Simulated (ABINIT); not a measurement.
## GaAs (F-43m): one start, several treatments of the self-energy

How much does the gap of GaAs (F-43m) depend on the approximation to the self-energy?

Method: PBE and many-body steps on it, plane waves, in ABINIT 10.8.3.

## Step 1: Starting point

It takes space group F-43m (No. 216, cubic). Conventional cell: a = 5.654 Å, b = 5.654 Å, c = 5.654 Å, α = 90.00°, β = 90.00°, γ = 90.00°. Nearest to Ga lie 4 As at 2.45 Å. Nearest to As lie 4 Ga at 2.45 Å. Farther neighbours are not listed.

The cell and positions come from the Crystallography Open Database and are kept as given unless a step says otherwise.

## Step 2: Empty states on the mesh, 4×4×4 mesh, 156 bands

This step: ABINIT 10.8.3; DFT, PBE, plane waves, norm-conserving pseudopotentials.

The sums over transitions need many empty states on a uniform mesh; this step solves for them.

File run.abi:

```
acell 3*1.0 Angstrom
rprim 
  0.000000000000 2.826850000000 2.826850000000
  2.826850000000 0.000000000000 2.826850000000
  2.826850000000 2.826850000000 -0.000000000000
ntypat 2
znucl 31 33
natom 2
typat 1 2
xred 
  0.000000000000 0.000000000000 0.000000000000
  0.250000000000 0.250000000000 0.250000000000
pp_dirpath "pseudos"
pseudos "Ga.upf, As.upf"
ecut 38
ngkpt 4 4 4
nshiftk 1
shiftk 0 0 0
kptopt 1
chksymbreak 0
irdden 1
istwfk *1
nband 156
prtvol 0
optdriver 6
gwr_task "HDIAGO"
paral_kgb 0
occopt 1
indata_prefix "in"
outdata_prefix "out"
tmpdata_prefix "tmp"
```

Started as:

```bash
OMP_NUM_THREADS=1 mpirun -n 4 abinit run.abi > log
```

The log of the run:

```text
.Version 10.8.3 of ABINIT. v10.8.2 released Aug 2026.

 Symmetries : space group F-4 3 m (#216); Bravais cF (face-center cubic)
[... echo of the input left out ...]
== DATASET  1 ==================================================================
-   mpi_nproc: 4, omp_nthreads: 1 (-1 if OMP is not activated)

--- !DatasetInfo
iteration_state: {dtset: 1, }
dimensions: {natom: 2, nkpt: 8, mband: 156, nsppol: 1, nspinor: 1, nspden: 1, mpw: 3479, }
cutoff_energies: {ecut:  38.0, pawecutdg:  -1.0, }
[...]
Direct band gap semiconductor
 Fundamental gap:     0.514 (eV)
   VBM:     4.024 (eV) at k: [ 0.0000E+00,  0.0000E+00,  0.0000E+00]
   CBM:     4.538 (eV) at k: [ 0.0000E+00,  0.0000E+00,  0.0000E+00]
 Direct gap:         0.514 (eV) at k: [ 0.0000E+00,  0.0000E+00,  0.0000E+00]

== END DATASET(S) ==============================================================
================================================================================

 -outvars: echo values of variables after computation  --------
           etotal      0.0000000000E+00
            nband         156
             nkpt           8
          spgroup         216
 [... the other variables as echoed above ...]

 Calculation completed.
```

Wall time 46 s (4 MPI ranks of Intel Xeon Platinum 8559C (Emerald Rapids), shared host); peak memory 2.8 GiB.

This step gave:

| Property | Result |
| --- | --- |
| gap | 0.5137 eV |
| k of the valence top | 0, 0, 0 |
| k of the conduction bottom | 0, 0, 0 |
| least direct gap | 0.5137 eV |
| k points computed | 8 |
| lowest point of the top converged band, above the valence top | 108.6763 eV |

On this mesh the gap is 0.514 eV.

The density comes from a self-consistent run that is not shown.

## Step 3: Screening, 4×4×4 mesh, 148 bands, screening to 190.5 eV

The RPA dielectric matrix is built and inverted for each q.

This step: RPA screening on PBE, plane waves, norm-conserving pseudopotentials.

Changes to run.abi since step 2:

```diff
@@ -20,10 +20,11 @@
 chksymbreak 0
-irdden 1
 istwfk *1
-nband 156
-prtvol 0
-optdriver 6
-gwr_task "HDIAGO"
-paral_kgb 0
 occopt 1
+irdwfk 1
+optdriver 3
+nband 148
+ecuteps 7
+inclvkb 2
+awtr 1
+symchi 1
 indata_prefix "in"
```

The log of the run:

```text
.Version 10.8.3 of ABINIT. v10.8.2 released Aug 2026.

 Symmetries : space group F-4 3 m (#216); Bravais cF (face-center cubic)
[... echo of the input left out ...]
== DATASET  1 ==================================================================
-   mpi_nproc: 4, omp_nthreads: 1 (-1 if OMP is not activated)

--- !DatasetInfo
iteration_state: {dtset: 1, }
dimensions: {natom: 2, nkpt: 8, mband: 148, nsppol: 1, nspinor: 1, nspden: 1, mpw: 3479, }
cutoff_energies: {ecut:  38.0, pawecutdg:  -1.0, }
electrons: {nelect:   2.80000000E+01, charge:   0.00000000E+00, occopt:   1.00000000E+00, tsmear:   1.00000000E-02, }

 SCREENING: Calculation of the susceptibility and dielectric matrices

 Based on a program developped by R.W. Godby, V. Olevano, G. Onida, and L. Reining.
 Incorporated in ABINIT by V. Olevano, G.-M. Rignanese, and M. Torrent.
.Using double precision arithmetic ; gwpc =  8

[... cell and pseudopotentials left out ...]
--------------------------------------------------------------------------------

 ==== K-mesh for the wavefunctions ====
 Number of points in the irreducible wedge :     8
[... list of points left out ...]
 Together with 24 symmetry operations and time-reversal symmetry
 yields    64 points in the full Brillouin Zone.

 ==== Q-mesh for the screening function ====
 Number of points in the irreducible wedge :     8
[... list of points left out ...]
 Together with 24 symmetry operations and time-reversal symmetry
 yields    64 points in the full Brillouin Zone.

 setmesh: FFT mesh size selected  =    30x   30x   30
          total number of points  =        27000

 vcoul_init : cutoff-mode = AUXILIARY_FUNCTION
 q-points for optical limit:   1
     1)      0.000010    0.000020    0.000030

- screening: taking advantage of time-reversal symmetry
- Maximum band index for partially occupied states nbvw = 14
- Remaining bands to be divided among processors   nbcw = 134
- Number of bands treated by each node ~33

 Number of electrons calculated from density =   28.0000; Expected =   28.0000
 average of density, n =  0.091838
 r_s =    1.3750
 omega_plasma =   29.2326 [eV]

 calculating chi0 at frequencies [eV] :
  1    0.000000E+00    0.000000E+00
  2    0.000000E+00    2.923258E+01

--------------------------------------------------------------------------------
  q-point number  1        q = ( 0.000000, 0.000000, 0.000000) [r.l.u.]
--------------------------------------------------------------------------------
[... chi0 elements left out ...]
 For q-point:  0.000010 0.000020 0.000030
  dielectric constant = 139.2342
  dielectric constant without local fields = 147.8489

  Average fulfillment of the sum rule on Im[epsilon] for q-point    1 :     71.34  [%]
[... wings left out ...]
  q-point number  2        q = ( 0.250000, 0.000000, 0.000000) [r.l.u.]
--------------------------------------------------------------------------------
[... chi0 elements left out ...]
  Average fulfillment of the sum rule on Im[epsilon] for q-point    2 :     87.92  [%]

 [... 6 further q-points ...]
```

It took 47 s on 4 MPI ranks; peak memory 1.1 GiB.

Numbers from this step:

| Item | Value |
| --- | --- |
| ε∞ with local fields, on this mesh, along the program's q direction | 139.2 |
| the same without local fields | 147.8 |
| plasma frequency | 29.23 eV |
| plane waves in the screening matrix | 283 |

Local fields lower ε∞ by 6 %. The value itself is an artefact of the mesh, where one narrow direct gap carries too much weight.

## Step 4: G0W0, Godby-Needs plasmon pole

The self-energy is evaluated for the states that the input lists, and the levels follow from it, in one-shot runs by the linearised quasiparticle equation.

This step: G0W0 on PBE, plane waves, norm-conserving pseudopotentials.

Changes to run.abi since step 3:

```diff
@@ -23,8 +23,15 @@
 irdwfk 1
-optdriver 3
+optdriver 4
 nband 148
+gwcalctyp 0
+ecutsigx 38
+symsigma 1
+nkptgw 1
+kptgw 
+  0.0000000000 0.0000000000 0.0000000000
+bdgw 
+  12 18
 ecuteps 7
-inclvkb 2
-awtr 1
-symchi 1
+irdscr 1
+ppmodel 1
 indata_prefix "in"
```

The log of the run:

```text
.Version 10.8.3 of ABINIT. v10.8.2 released Aug 2026.

 Symmetries : space group F-4 3 m (#216); Bravais cF (face-center cubic)
[... echo of the input left out ...]
== DATASET  1 ==================================================================
-   mpi_nproc: 4, omp_nthreads: 1 (-1 if OMP is not activated)

--- !DatasetInfo
iteration_state: {dtset: 1, }
dimensions: {natom: 2, nkpt: 8, mband: 148, nsppol: 1, nspinor: 1, nspden: 1, mpw: 3479, }
cutoff_energies: {ecut:  38.0, pawecutdg:  -1.0, }
electrons: {nelect:   2.80000000E+01, charge:   0.00000000E+00, occopt:   1.00000000E+00, tsmear:   1.00000000E-02, }

 SIGMA: Calculation of the GW corrections

 Based on a program developped by R.W. Godby, V. Olevano, G. Onida, and L. Reining.
 Incorporated in ABINIT by V. Olevano, G.-M. Rignanese, and M. Torrent.
.Using double precision arithmetic ; gwpc =  8

[... cell and pseudopotentials left out ...]
--------------------------------------------------------------------------------

 ==== K-mesh for the wavefunctions ====
 Number of points in the irreducible wedge :     8
[... list of points left out ...]
 Together with 24 symmetry operations and time-reversal symmetry
 yields    64 points in the full Brillouin Zone.

 ==== Q-mesh for screening function ====
 Number of points in the irreducible wedge :     8
[... list of points left out ...]
 Together with 24 symmetry operations and time-reversal symmetry
 yields    64 points in the full Brillouin Zone.

 vcoul_init : cutoff-mode = AUXILIARY_FUNCTION
 q-points for optical limit:   1
     1)      0.000010    0.000020    0.000030
 setmesh: FFT mesh size selected  =    45x   45x   45
          total number of points  =        91125

 Number of electrons calculated from density =   28.0000; Expected =   28.0000
 average of density, n =  0.091838
 r_s =    1.3750
 omega_plasma =   29.2326 [eV]

 === KS Band Gaps ===
  >>>> For spin  1
   Minimum direct gap =   0.5137 [eV], located at k-point      :   0.0000  0.0000  0.0000
   Fundamental gap    =   0.5137 [eV], Top of valence bands at :   0.0000  0.0000  0.0000
                                       Bottom of conduction at :   0.0000  0.0000  0.0000
 SIGMA fundamental parameters:
 PLASMON POLE MODEL  1
 number of plane-waves for SigmaX                 3479
 number of plane-waves for SigmaC and W            283
 number of plane-waves for wavefunctions          3479
 number of bands                                   148
 number of independent spin polarizations            1
 number of spinorial components                      1
 number of k-points in IBZ                           8
 number of q-points in IBZ                           8
 number of symmetry operations                      24
 number of k-points in BZ                           64
 number of q-points in BZ                           64
 number of frequencies for dSigma/dE                 9
 frequency step for dSigma/dE [eV]                0.25
 number of omega for Sigma on real axis              0
 max omega for Sigma on real axis  [eV]           0.00
 zcut for avoiding poles [eV]                     0.10

 EPSILON^-1 parameters (SCR file):
 dimension of the eps^-1 matrix on file            283
 dimension of the eps^-1 matrix used               283
 number of plane-waves for wavefunctions          3479
 number of bands                                   148
 number of q-points in IBZ                           8
 number of frequencies                               2
 number of real frequencies                          1
 number of imag frequencies                          1

 matrix elements of self-energy operator (all in [eV])

 Perturbative Calculation

--- !SelfEnergy_ee
iteration_state: {dtset: 1, }
kpoint     : [   0.000,    0.000,    0.000, ]
spin       : 1
KS_gap     :    0.514
QP_gap     :    1.096
Delta_QP_KS:    0.582
data: !SigmaeeData |
     Band     E0 <VxcDFT>   SigX SigC(E0)      Z dSigC/dE  Sig(E)    E-E0       E
       12   4.024 -13.358 -15.769   1.311   0.796  -0.257 -14.233  -0.875   3.149
       13   4.024 -13.358 -15.769   1.311   0.796  -0.257 -14.233  -0.875   3.149
       14   4.024 -13.358 -15.769   1.311   0.796  -0.257 -14.233  -0.875   3.149
       15   4.538 -13.901 -10.298  -3.971   0.796  -0.256 -14.194  -0.293   4.245
       16   7.763 -10.841  -6.854  -4.219   0.798  -0.253 -11.026  -0.185   7.577
       17   7.763 -10.841  -6.854  -4.219   0.798  -0.253 -11.026  -0.185   7.577
       18   7.763 -10.841  -6.854  -4.219   0.798  -0.253 -11.026  -0.185   7.577

== END DATASET(S) ==============================================================
================================================================================

 -outvars: echo values of variables after computation  --------
           etotal      0.0000000000E+00
            nband         148
             nkpt           8
          spgroup         216
 [... the other variables as echoed above ...]

 Calculation completed.
```

Elapsed: 11 s, on 4 MPI ranks; peak memory 1 GiB; 42 s of CPU time.

This step gave:

- G0W0 gap on the points computed: 1.096 eV
- starting gap on the mesh: 0.5137 eV
- k of the valence top: 0, 0, 0
- k of the conduction bottom: 0, 0, 0
- Z at the valence top: 0.796
- Z at the conduction bottom: 0.796
- least direct G0W0 gap on the computed points: 1.096 eV

The gap on the mesh goes from 0.51 eV to 1.10 eV, a correction of +0.58 eV.

## Step 5: G0W0, Hybertsen-Louie plasmon pole

Changes to run.abi since step 4:

```diff
@@ -35,3 +35,3 @@
 irdscr 1
-ppmodel 1
+ppmodel 2
 indata_prefix "in"
```

The log of the run:

```text
.Version 10.8.3 of ABINIT. v10.8.2 released Aug 2026.

 Symmetries : space group F-4 3 m (#216); Bravais cF (face-center cubic)
[... echo of the input left out ...]
== DATASET  1 ==================================================================
-   mpi_nproc: 4, omp_nthreads: 1 (-1 if OMP is not activated)

--- !DatasetInfo
iteration_state: {dtset: 1, }
dimensions: {natom: 2, nkpt: 8, mband: 148, nsppol: 1, nspinor: 1, nspden: 1, mpw: 3479, }
cutoff_energies: {ecut:  38.0, pawecutdg:  -1.0, }
electrons: {nelect:   2.80000000E+01, charge:   0.00000000E+00, occopt:   1.00000000E+00, tsmear:   1.00000000E-02, }

 SIGMA: Calculation of the GW corrections

 Based on a program developped by R.W. Godby, V. Olevano, G. Onida, and L. Reining.
 Incorporated in ABINIT by V. Olevano, G.-M. Rignanese, and M. Torrent.
.Using double precision arithmetic ; gwpc =  8

[... cell and pseudopotentials left out ...]
--------------------------------------------------------------------------------

 ==== K-mesh for the wavefunctions ====
 Number of points in the irreducible wedge :     8
[... list of points left out ...]
 Together with 24 symmetry operations and time-reversal symmetry
 yields    64 points in the full Brillouin Zone.

 ==== Q-mesh for screening function ====
 Number of points in the irreducible wedge :     8
[... list of points left out ...]
 Together with 24 symmetry operations and time-reversal symmetry
 yields    64 points in the full Brillouin Zone.

 vcoul_init : cutoff-mode = AUXILIARY_FUNCTION
 q-points for optical limit:   1
     1)      0.000010    0.000020    0.000030
 setmesh: FFT mesh size selected  =    45x   45x   45
          total number of points  =        91125

 Number of electrons calculated from density =   28.0000; Expected =   28.0000
[...]
number of q-points in BZ                           64
 number of frequencies for dSigma/dE                 9
 frequency step for dSigma/dE [eV]                0.25
 number of omega for Sigma on real axis              0
 max omega for Sigma on real axis  [eV]           0.00
 zcut for avoiding poles [eV]                     0.10

 EPSILON^-1 parameters (SCR file):
 dimension of the eps^-1 matrix on file            283
 dimension of the eps^-1 matrix used               283
 number of plane-waves for wavefunctions          3479
 number of bands                                   148
 number of q-points in IBZ                           8
 number of frequencies                               2
 number of real frequencies                          1
 number of imag frequencies                          1

 matrix elements of self-energy operator (all in [eV])

 Perturbative Calculation

--- !SelfEnergy_ee
iteration_state: {dtset: 1, }
kpoint     : [   0.000,    0.000,    0.000, ]
spin       : 1
KS_gap     :    0.514
QP_gap     :    0.958
Delta_QP_KS:    0.445
data: !SigmaeeData |
     Band     E0 <VxcDFT>   SigX SigC(E0)      Z dSigC/dE  Sig(E)    E-E0       E
       12   4.024 -13.358 -15.769   0.910   0.852  -0.174 -14.636  -1.278   2.746
       13   4.024 -13.358 -15.769   0.910   0.852  -0.174 -14.636  -1.278   2.746
       14   4.024 -13.358 -15.769   0.910   0.852  -0.174 -14.636  -1.278   2.746
       15   4.538 -13.901 -10.298  -4.581   0.851  -0.175 -14.733  -0.833   3.705
       16   7.763 -10.841  -6.854  -4.603   0.855  -0.169 -11.368  -0.527   7.235
       17   7.763 -10.841  -6.854  -4.603   0.855  -0.169 -11.368  -0.527   7.235
       18   7.763 -10.841  -6.854  -4.603   0.855  -0.169 -11.368  -0.527   7.235

== END DATASET(S) ==============================================================
================================================================================

 -outvars: echo values of variables after computation  --------
           etotal      0.0000000000E+00
            nband         148
             nkpt           8
          spgroup         216
 [... the other variables as echoed above ...]

 Calculation completed.
```

Run time: 10 s. Hardware: 4 MPI ranks; peak memory 0.98 GiB; 40 s of CPU time.

This step gave:

```
G0W0 gap on the points computed              : 0.9590 eV
starting gap on the mesh                     : 0.5137 eV
k of the valence top                         : 0, 0, 0
k of the conduction bottom                   : 0, 0, 0
Z at the valence top                         : 0.852
Z at the conduction bottom                   : 0.851
least direct G0W0 gap on the computed points : 0.9590 eV
```

Against G0W0 in ABINIT (4×4×4 mesh, 148 bands, screening to 190.5 eV, Godby-Needs plasmon pole), the gap moves by −0.137 eV.

## Step 6: G0W0, von der Linden-Horsch plasmon pole

Changes to run.abi since step 5:

```diff
@@ -35,3 +35,3 @@
 irdscr 1
-ppmodel 2
+ppmodel 3
 indata_prefix "in"
```

The log of the run:

```text
.Version 10.8.3 of ABINIT. v10.8.2 released Aug 2026.

 Symmetries : space group F-4 3 m (#216); Bravais cF (face-center cubic)
[... echo of the input left out ...]
== DATASET  1 ==================================================================
-   mpi_nproc: 4, omp_nthreads: 1 (-1 if OMP is not activated)

--- !DatasetInfo
iteration_state: {dtset: 1, }
dimensions: {natom: 2, nkpt: 8, mband: 148, nsppol: 1, nspinor: 1, nspden: 1, mpw: 3479, }
cutoff_energies: {ecut:  38.0, pawecutdg:  -1.0, }
[...]
16   7.763 -10.841  -6.854  -4.747   0.866  -0.154 -11.500  -0.659   7.104
       17   7.763 -10.841  -6.854  -4.747   0.866  -0.154 -11.500  -0.659   7.104
       18   7.763 -10.841  -6.854  -4.747   0.866  -0.154 -11.500  -0.659   7.104

== END DATASET(S) ==============================================================
================================================================================

 -outvars: echo values of variables after computation  --------
           etotal      0.0000000000E+00
            nband         148
             nkpt           8
          spgroup         216
 [... the other variables as echoed above ...]

 Calculation completed.
```

The job ended after 6.7 s (4 MPI ranks; peak memory 0.91 GiB; 26 s of CPU time).

Numbers from this step:

| Property | Result |
| --- | --- |
| G0W0 gap on the points computed | 1.045 eV |
| starting gap on the mesh | 0.5137 eV |
| k of the valence top | 0, 0, 0 |
| k of the conduction bottom | 0, 0, 0 |
| least direct G0W0 gap on the computed points | 1.045 eV |

Against G0W0 in ABINIT (4×4×4 mesh, 148 bands, screening to 190.5 eV, Godby-Needs plasmon pole), the gap moves by −0.051 eV.

[end of part 1 of 2]

[Paths, hosts, dates, memory and timing lines, banners, echoed tables and standing remarks are left out of the program output.]

[Logs are printed without paths, hosts, clocks, repeated set-up lines and the standing remarks that a program may print on its own settings, such as how far it seeks lower states.]

[Runs of the session that timed out or met a known fault of the program may be left out.]

[No measured gap is set beside runs whose start may be inverted or whose files or cutoffs have a known fault.]

[Hosts, paths, dates, database ids (printed as entryN), source tags and the programs' standing remarks are cut or masked in the printed files.]

[G0W0 gaps are taken among the corrected bands and points alone; a level outside them can change the order at an edge.]

[Where Ansatz stands beside ABINIT at settings called matched, ABINIT's density can come from a denser mesh and the files from another edition; pairs whose starting gaps differed by over 0.03 eV were left out, so agreement reads better than it is.]
